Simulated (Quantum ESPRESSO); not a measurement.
# H on hollow sites of Mo(110): a series in the coverage, part 6 of 9

What law, if any, do the results for H on hollow sites of Mo(110) follow against the coverage?

Quantum ESPRESSO 7.5; plane-wave DFT, PBE, GBRV ultrasoft pseudopotentials.

So far. Step 6 (SCF with pw.x, 0 ML): Inside the slab this potential holds the local part of the pseudopotentials, which can be repulsive at the nuclei; only its value in the vacuum has a meaning of its own. Step 7 (Relaxation with pw.x, 0.1111 ML): The relaxation lowers the energy by 10 meV an atom. On the free atoms the largest force ends at 0.028 eV/Å.

## Step 8: Self-consistent run, 0.1111 ML

File m1.esm.in:

```
&control
  prefix = 'm1.esm'
  outdir = './out'
  pseudo_dir = './pseudo'
  calculation = 'scf'
  tprnfor = .true.
/
&system
  ibrav = 0
  nat = 28
  ntyp = 2
  ecutwfc = 40
  ecutrho = 200
  occupations = 'smearing'
  smearing = 'mv'
  degauss = 0.02
  assume_isolated = 'esm'
  esm_bc = 'bc1'
/
&electrons
  conv_thr = 1e-07
  mixing_beta = 0.25
  electron_maxstep = 160
  mixing_mode = 'local-TF'
  mixing_ndim = 12
/
ATOMIC_SPECIES
  Mo  95.9500  mo_pbe_v1.uspp.F.UPF
  H   1.0080  h_pbe_v1.4.uspp.F.UPF
CELL_PARAMETERS angstrom
  6.70035531840002 -4.73786668200000 0.00000000000000
  6.70035531840002 4.73786668200000 0.00000000000000
  0.00000000000000 0.00000000000000 19.57018993403409
ATOMIC_POSITIONS crystal
  Mo  0.886666666700 0.886666666700 -0.139673306500
  Mo  0.886666666700 0.220000000000 -0.139673306500
  Mo  0.886666666700 0.553333333300 -0.139673306500
  Mo  0.220000000000 0.886666666700 -0.139673306500
  Mo  0.220000000000 0.220000000000 -0.139673306500
  Mo  0.220000000000 0.553333333300 -0.139673306500
  Mo  0.553333333300 0.886666666700 -0.139673306500
  Mo  0.553333333300 0.220000000000 -0.139673306500
  Mo  0.553333333300 0.553333333300 -0.139673306500
  Mo  0.053333333300 0.053333333300 -0.025548109900
  Mo  0.053333333300 0.386666666700 -0.025548109900
  Mo  0.053333333300 0.720000000000 -0.025548109900
  Mo  0.386666666700 0.053333333300 -0.025548109900
  Mo  0.386666666700 0.386666666700 -0.025548109900
  Mo  0.386666666700 0.720000000000 -0.025548109900
  Mo  0.720000000000 0.053333333300 -0.025548109900
  Mo  0.720000000000 0.386666666700 -0.025548109900
  Mo  0.720000000000 0.720000000000 -0.025548109900
  Mo  0.885781245200 0.885781245200 0.084020148000
  Mo  0.887029475100 0.220953625800 0.085244280000
  Mo  0.887059527700 0.552935809800 0.083581547300
  Mo  0.220953625800 0.887029475100 0.085244280000
  Mo  0.221653241300 0.221653241300 0.083047188000
  Mo  0.219632877700 0.553624145300 0.083478634200
  Mo  0.552935809800 0.887059527700 0.083581547300
  Mo  0.553624145300 0.219632877700 0.083478634200
  Mo  0.554405898000 0.554405898000 0.083387998400
  H   0.004604893900 0.004604893900 0.139673306500
K_POINTS automatic
  3 3 1 0 0 0
```

Command:

```sh
OMP_NUM_THREADS=1 mpirun -n 16 pw.x -nk 1 -in m1.esm.in > m1.esm.out
```

Log:

```text
[banner, memory and clock lines left out]
Program PWSCF v.7.5 starts
[...]
Message from routine setup:
[...]
number of electrons       =       379.00
     number of Kohn-Sham states=          228
     kinetic-energy cutoff     =      40.0000  Ry
     charge density cutoff     =     200.0000  Ry
[...]
number of k points=     4  Marzari-Vanderbilt smearing, width (Ry)=  0.0200
[...]
Dense  grid:   400367 G-vectors     FFT dimensions: (  72,  72, 180)
[...]
negative rho (up, down):  2.673E-02 0.000E+00
     Starting wfcs are  352 randomized atomic wfcs
[...]
negative rho (up, down):  1.450E-02 0.000E+00
[...]
estimated scf accuracy    <       6.57077026 Ry
[...]
negative rho (up, down):  2.045E-03 0.000E+00
[...]
estimated scf accuracy    <       5.01778645 Ry
[...]
negative rho (up, down):  6.305E-04 0.000E+00
[...]
estimated scf accuracy    <       1.55709585 Ry
[...]
negative rho (up, down):  1.384E-04 0.000E+00
[...]
estimated scf accuracy    <       0.82486467 Ry
[...]
negative rho (up, down):  8.133E-05 0.000E+00
[...]
estimated scf accuracy    <       0.21168334 Ry
[...]
negative rho (up, down):  8.347E-05 0.000E+00
[...]
estimated scf accuracy    <       0.14019758 Ry
[...]
negative rho (up, down):  1.171E-04 0.000E+00
[...]
estimated scf accuracy    <       0.14824816 Ry
[...]
negative rho (up, down):  4.991E-05 0.000E+00
[...]
estimated scf accuracy    <       0.09656450 Ry
[...]
negative rho (up, down):  1.605E-04 0.000E+00
[...]
estimated scf accuracy    <       0.07064205 Ry
[...]
negative rho (up, down):  1.676E-04 0.000E+00
[...]
estimated scf accuracy    <       0.10564157 Ry
[...]
negative rho (up, down):  4.355E-02 0.000E+00
[...]
estimated scf accuracy    <       0.09292024 Ry
[...]
negative rho (up, down):  4.978E-02 0.000E+00
[...]
estimated scf accuracy    <       0.08779072 Ry
[...]
negative rho (up, down):  3.277E-02 0.000E+00
[...]
estimated scf accuracy    <       0.04645573 Ry
[...]
negative rho (up, down):  4.605E-02 0.000E+00
[...]
estimated scf accuracy    <       0.01679360 Ry
[...]
negative rho (up, down):  3.338E-02 0.000E+00
[...]
estimated scf accuracy    <       0.03154183 Ry
[...]
negative rho (up, down):  3.090E-02 0.000E+00
[...]
estimated scf accuracy    <       0.02356791 Ry
[...]
negative rho (up, down):  2.907E-02 0.000E+00
[...]
estimated scf accuracy    <       0.00717734 Ry
[...]
negative rho (up, down):  2.366E-02 0.000E+00
[...]
estimated scf accuracy    <       0.00414014 Ry
[...]
negative rho (up, down):  2.637E-02 0.000E+00
[...]
estimated scf accuracy    <       0.00139713 Ry
[...]
negative rho (up, down):  2.746E-02 0.000E+00
[...]
estimated scf accuracy    <       0.00255280 Ry
[...]
negative rho (up, down):  2.589E-02 0.000E+00
[...]
estimated scf accuracy    <       0.00047395 Ry
[...]
negative rho (up, down):  2.653E-02 0.000E+00
[...]
estimated scf accuracy    <       0.00026876 Ry
[...]
negative rho (up, down):  2.736E-02 0.000E+00
[...]
estimated scf accuracy    <       0.00034124 Ry
[...]
negative rho (up, down):  2.826E-02 0.000E+00
[...]
estimated scf accuracy    <       0.00009838 Ry
[...]
negative rho (up, down):  2.863E-02 0.000E+00
[...]
estimated scf accuracy    <       0.00001204 Ry
[...]
negative rho (up, down):  2.851E-02 0.000E+00
[...]
estimated scf accuracy    <       0.00000558 Ry
[...]
negative rho (up, down):  2.869E-02 0.000E+00
[...]
estimated scf accuracy    <       0.00001038 Ry
[...]
negative rho (up, down):  2.865E-02 0.000E+00
[...]
estimated scf accuracy    <       0.00000349 Ry
[...]
negative rho (up, down):  2.828E-02 0.000E+00
[...]
estimated scf accuracy    <       0.00000330 Ry
[...]
negative rho (up, down):  2.832E-02 0.000E+00
[...]
estimated scf accuracy    <       0.00000285 Ry
[...]
negative rho (up, down):  2.826E-02 0.000E+00
[...]
estimated scf accuracy    <       0.00000189 Ry
[...]
negative rho (up, down):  2.830E-02 0.000E+00
[...]
estimated scf accuracy    <       0.00000157 Ry
[...]
negative rho (up, down):  2.827E-02 0.000E+00
[...]
estimated scf accuracy    <       0.00000194 Ry
[...]
negative rho (up, down):  2.827E-02 0.000E+00
[...]
estimated scf accuracy    <       0.00000181 Ry
[...]
negative rho (up, down):  2.826E-02 0.000E+00
[...]
estimated scf accuracy    <       0.00000174 Ry
[...]
negative rho (up, down):  2.822E-02 0.000E+00
[...]
estimated scf accuracy    <       0.00000131 Ry
[...]
negative rho (up, down):  2.815E-02 0.000E+00
[...]
estimated scf accuracy    <       0.00000037 Ry
[...]
negative rho (up, down):  2.814E-02 0.000E+00
[...]
estimated scf accuracy    <       0.00000099 Ry
[...]
negative rho (up, down):  2.813E-02 0.000E+00
[...]
estimated scf accuracy    <       0.00000044 Ry
[...]
negative rho (up, down):  2.819E-02 0.000E+00
[...]
the Fermi energy is    -4.7108 ev
!    total energy              =   -3761.66510988 Ry
     estimated scf accuracy    <       0.00000004 Ry
     smearing contrib. (-TS)   =      -0.00429933 Ry
     internal energy E=F+TS    =   -3761.66081055 Ry
[...]
one-electron contribution =   31425.17480953 Ry
     hartree contribution      =  -15836.65287306 Ry
     xc contribution           =    -521.32968805 Ry
     ewald contribution        =  -18828.85305896 Ry
     convergence has been achieved in  40 iterations
     negative rho (up, down):  2.819E-02 0.000E+00
[...]
Total force =     0.093065     Total SCF correction =     0.001399
[...]
```

Elapsed: 7.4 min, on 16 MPI ranks of Arm Neoverse V2, shared host; peak memory 3.5 GiB; 2 h of CPU time.

This step gave:

```
free energy                                                    : -51180.0611 eV
Fermi energy                                                   : -4.711 eV
vacuum line at the lower end of the cell, over the Fermi level : 4.773 eV
vacuum line at the upper end of the cell, over the Fermi level : 4.648 eV
```

Inside the slab this potential holds the local part of the pseudopotentials, which can be repulsive at the nuclei; only its value in the vacuum has a meaning of its own.

(Continued in part 7 of 9.)

[Logs are printed without paths, hosts, clocks, repeated set-up lines and the standing remarks that a program may print on its own settings, such as how far it seeks lower states.]

[Hosts, paths, dates, database ids (printed as entryN), source tags and the programs' standing remarks are cut or masked in the printed files.]

[Maps of the electrostatic potential energy from Ansatz leave out the sawtooth potential of an applied field or a dipole correction, so their vacuum need not be flat; planar profiles and work functions include it.]
